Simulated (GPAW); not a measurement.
# SnO2 (Cassiterite): optical spectrum from first principles, part 2 of 2

Aim: the dielectric function of SnO2 (Cassiterite), and the optical constants that follow from it.

GPAW 26.7.0; DFT, PBE, plane-wave PAW (GPAW data sets), scalar-relativistic, RPA, optical limit.

So far. Step 2 (Ground state): There is a gap, 1.28 eV on this mesh (points off the mesh can give less), so no carriers' term is needed.

## Step 4: Dielectric function, RPA (continued)

The Im ε has structure finer than the step of the table below, so its rows give means over 0.5 eV, whole bins alone (the curve runs from 0 to 14.0 eV). Peaks (eV: height): E ∥ x 2.78: 1.34, 3.30: 1.59, 6.93: 4.07, 9.42: 3.88; E ∥ z 8.70: 8.14.

Sum at mesh points, not converged in k; values under the direct gap are tails of Lorentzian lines. The Im ε by photon energy; means over each step:

| photon energy (eV) | E ∥ x | E ∥ z |
| --- | --- | --- |
| 0.5 | 0.0161 | 0.0103 |
| 1.0 | 0.0395 | 0.0220 |
| 1.5 | 0.106 | 0.0373 |
| 2.0 | 0.533 | 0.0616 |
| 2.5 | 0.656 | 0.120 |
| 3.0 | 1.08 | 0.473 |
| 3.5 | 1.29 | 1.06 |
| 4.0 | 1.10 | 1.44 |
| 4.5 | 1.54 | 1.52 |
| 5.0 | 1.28 | 1.91 |
| 5.5 | 1.73 | 2.34 |
| 6.0 | 2.51 | 2.88 |
| 6.5 | 3.02 | 2.84 |
| 7.0 | 3.82 | 3.56 |
| 7.5 | 2.97 | 4.45 |
| 8.0 | 2.45 | 5.28 |
| 8.5 | 2.46 | 7.08 |
| 9.0 | 3.15 | 6.76 |
| 9.5 | 3.72 | 4.16 |
| 10.0 | 3.76 | 4.47 |
| 10.5 | 3.20 | 3.65 |
| 11.0 | 2.61 | 2.58 |
| 11.5 | 2.50 | 2.35 |
| 12.0 | 2.21 | 1.96 |
| 12.5 | 2.14 | 1.75 |
| 13.0 | 2.31 | 2.13 |
| 13.5 | 2.70 | 2.77 |

The reflectivity at normal incidence has structure finer than the step of the table below, so its rows give means over 0.25 eV, whole bins alone (the curve runs from 0 to 14.0 eV). Peaks (eV: height): E ∥ x 1.949: 14.2, 2.663: 15.2, 3.220: 14.9, 4.245: 14.5, 6.930: 20.4, 8.895: 17.3, 10.026: 20.4; E ∥ z 4.068: 19.0, 9.023: 37.8, 10.591: 30.8.

Sum at mesh points, not converged in k. Reflectivity at normal incidence against photon energy; means over each step:

| photon energy (eV) | E ∥ x (%) | E ∥ z (%) |
| --- | --- | --- |
| 0.25 | 11.7 | 12.7 |
| 0.50 | 11.8 | 12.8 |
| 0.75 | 11.9 | 12.8 |
| 1.00 | 12.1 | 13.0 |
| 1.25 | 12.4 | 13.1 |
| 1.50 | 12.8 | 13.3 |
| 1.75 | 13.5 | 13.5 |
| 2.00 | 13.8 | 13.8 |
| 2.25 | 12.7 | 14.2 |
| 2.50 | 14.2 | 14.7 |
| 2.75 | 14.3 | 15.4 |
| 3.00 | 13.4 | 16.4 |
| 3.25 | 14.3 | 16.8 |
| 3.50 | 12.8 | 16.2 |
| 3.75 | 12.5 | 16.0 |
| 4.00 | 13.3 | 18.3 |
| 4.25 | 14.3 | 16.7 |
| 4.50 | 13.8 | 16.2 |
| 4.75 | 12.9 | 17.7 |
| 5.00 | 13.3 | 17.1 |
| 5.25 | 14.9 | 17.6 |
| 5.50 | 15.1 | 18.8 |
| 5.75 | 16.0 | 18.6 |
| 6.00 | 17.8 | 19.5 |
| 6.25 | 17.4 | 19.4 |
| 6.50 | 17.5 | 18.1 |
| 6.75 | 19.5 | 19.8 |
| 7.00 | 19.8 | 21.3 |
| 7.25 | 17.7 | 21.7 |
| 7.50 | 15.6 | 23.1 |
| 7.75 | 13.5 | 25.3 |
| 8.00 | 13.2 | 24.4 |
| 8.25 | 12.8 | 25.7 |
| 8.50 | 13.7 | 30.2 |
| 8.75 | 16.3 | 34.4 |
| 9.00 | 16.5 | 37.1 |
| 9.25 | 17.3 | 32.7 |
| 9.50 | 19.3 | 25.3 |
| 9.75 | 19.4 | 25.5 |
| 10.00 | 20.3 | 28.8 |
| 10.25 | 19.8 | 29.0 |
| 10.50 | 19.2 | 30.0 |
| 10.75 | 16.7 | 28.7 |
| 11.00 | 15.8 | 24.4 |
| 11.25 | 13.9 | 20.8 |
| 11.50 | 14.3 | 19.0 |
| 11.75 | 14.6 | 19.5 |
| 12.00 | 13.0 | 17.9 |
| 12.25 | 11.0 | 12.3 |
| 12.50 | 11.5 | 9.98 |
| 12.75 | 11.9 | 11.5 |
| 13.00 | 12.2 | 11.8 |
| 13.25 | 13.1 | 13.2 |
| 13.50 | 14.5 | 16.2 |
| 13.75 | 15.7 | 18.5 |

The Im ε, E ∥ x has structure finer than the step of the table below, so its rows give means over 0.5 eV, whole bins alone (the curve runs from 0 to 14.0 eV). Peaks (eV: height): without local fields 2.78: 1.32, 3.30: 1.54, 6.93: 4.35, 9.89: 4.16; with local fields 2.78: 1.34, 3.30: 1.59, 6.93: 4.07, 9.42: 3.88.

Sum at mesh points, not converged in k; values under the direct gap are tails of Lorentzian lines. The Im ε, E ∥ x by photon energy; means over each step:

| photon energy (eV) | without local fields | with local fields |
| --- | --- | --- |
| 0.5 | 0.0161 | 0.0161 |
| 1.0 | 0.0394 | 0.0395 |
| 1.5 | 0.105 | 0.106 |
| 2.0 | 0.528 | 0.533 |
| 2.5 | 0.651 | 0.656 |
| 3.0 | 1.06 | 1.08 |
| 3.5 | 1.25 | 1.29 |
| 4.0 | 1.09 | 1.10 |
| 4.5 | 1.50 | 1.54 |
| 5.0 | 1.27 | 1.28 |
| 5.5 | 1.71 | 1.73 |
| 6.0 | 2.52 | 2.51 |
| 6.5 | 3.17 | 3.02 |
| 7.0 | 4.05 | 3.82 |
| 7.5 | 2.96 | 2.97 |
| 8.0 | 2.51 | 2.45 |
| 8.5 | 2.60 | 2.46 |
| 9.0 | 3.27 | 3.15 |
| 9.5 | 3.97 | 3.72 |
| 10.0 | 4.02 | 3.76 |
| 10.5 | 3.28 | 3.20 |
| 11.0 | 2.67 | 2.61 |
| 11.5 | 2.68 | 2.50 |
| 12.0 | 2.37 | 2.21 |
| 12.5 | 2.43 | 2.14 |
| 13.0 | 2.80 | 2.31 |
| 13.5 | 3.33 | 2.70 |

The loss function −Im 1/ε at q → 0 has structure finer than the step of the table below, so its rows give means over 0.5 eV, whole bins alone (the curve runs from 0 to 14.0 eV). Peaks (eV: height): E ∥ x 7.61: 0.213, 12.10: 0.373; E ∥ z 12.18: 0.578.

Sum at mesh points, not converged in k; values under the direct gap are tails of Lorentzian lines. Loss function −Im 1/ε at q → 0 against energy loss; means over each step:

| energy loss (eV) | E ∥ x | E ∥ z |
| --- | --- | --- |
| 0.5 | 9.2e-4 | 5.2e-4 |
| 1.0 | 0.00216 | 0.00108 |
| 1.5 | 0.00522 | 0.00175 |
| 2.0 | 0.0252 | 0.00270 |
| 2.5 | 0.0277 | 0.00468 |
| 3.0 | 0.0496 | 0.0150 |
| 3.5 | 0.0673 | 0.0360 |
| 4.0 | 0.0534 | 0.0419 |
| 4.5 | 0.0757 | 0.0516 |
| 5.0 | 0.0630 | 0.0609 |
| 5.5 | 0.0705 | 0.0647 |
| 6.0 | 0.0856 | 0.0777 |
| 6.5 | 0.107 | 0.0874 |
| 7.0 | 0.150 | 0.0844 |
| 7.5 | 0.201 | 0.0908 |
| 8.0 | 0.186 | 0.111 |
| 8.5 | 0.151 | 0.104 |
| 9.0 | 0.164 | 0.150 |
| 9.5 | 0.178 | 0.236 |
| 10.0 | 0.219 | 0.222 |
| 10.5 | 0.282 | 0.271 |
| 11.0 | 0.324 | 0.385 |
| 11.5 | 0.317 | 0.422 |
| 12.0 | 0.356 | 0.506 |
| 12.5 | 0.309 | 0.442 |
| 13.0 | 0.284 | 0.349 |
| 13.5 | 0.261 | 0.300 |

Optical constants at common wavelengths, from n + ik = √ε:

| wavelength (nm) | n x | k x | R (%) x | 1/α x | n z | k z | R (%) z | 1/α z |
| --- | --- | --- | --- | --- | --- | --- | --- | --- |
| 1550 | 2.06 | 0.007 | 11.9 | 18 µm | 2.12 | 0.004 | 12.9 | 31 µm |
| 1064 | 2.08 | 0.012 | 12.3 | 7.0 µm | 2.13 | 0.006 | 13.0 | 14 µm |
| 800 | 2.12 | 0.025 | 12.9 | 2.5 µm | 2.15 | 0.009 | 13.3 | 7.1 µm |
| 532 | 2.12 | 0.091 | 13.0 | 466 nm | 2.22 | 0.020 | 14.3 | 2.1 µm |
| 405 | 2.16 | 0.196 | 13.8 | 165 nm | 2.38 | 0.111 | 16.7 | 291 nm |
| 365 | 2.05 | 0.321 | 12.8 | 91 nm | 2.33 | 0.235 | 16.4 | 124 nm |
| 248 | 2.09 | 0.290 | 13.3 | 68 nm | 2.31 | 0.431 | 17.1 | 46 nm |

Below the direct gap, k and the depth come from the tails of the Lorentzian lines, not from transitions.

Rows near the edge hang on the gap, which this functional as a rule makes too small, and phonon-assisted absorption is left out.

## Step 5: Summary of results

| Item | Value |
| --- | --- |
| electronic dielectric constant ε∞, mean over x, y and z (by symmetry where fewer were run) (RPA) | 4.25 |

**Reading.** At this level (PBE, RPA) SnO2 has a mean ε∞ = 4.25 and n = 2.06 at 1550 nm (E ∥ x). On the mesh the gap is 1.28 eV and the least direct gap 1.28 eV. Local fields change the static value along x from 4.26 to 4.16 (-2 %). The static values by axis are 4.16 (x), 4.44 (z). Excitons and phonon-assisted transitions are missing; PBE gaps are as a rule too small, which pulls the onset down and ε∞ up. Spin-orbit coupling is left out although heavy atoms are present. In this version of GPAW the matrix elements of the optical limit are incomplete, which can lower ε − 1 by up to a tenth where first-row anions or d states rule, and shift it by more in d metals. The sum runs over mesh points 0.22 Å⁻¹ apart with no interpolation, so peaks are partly noise of the mesh; over so small a direct gap single mesh points weigh heavily, so ε∞, n and their changes from run to run can be far off.

[Hosts, paths, dates, database ids (printed as entryN), source tags and the programs' standing remarks are cut or masked in the printed files.]
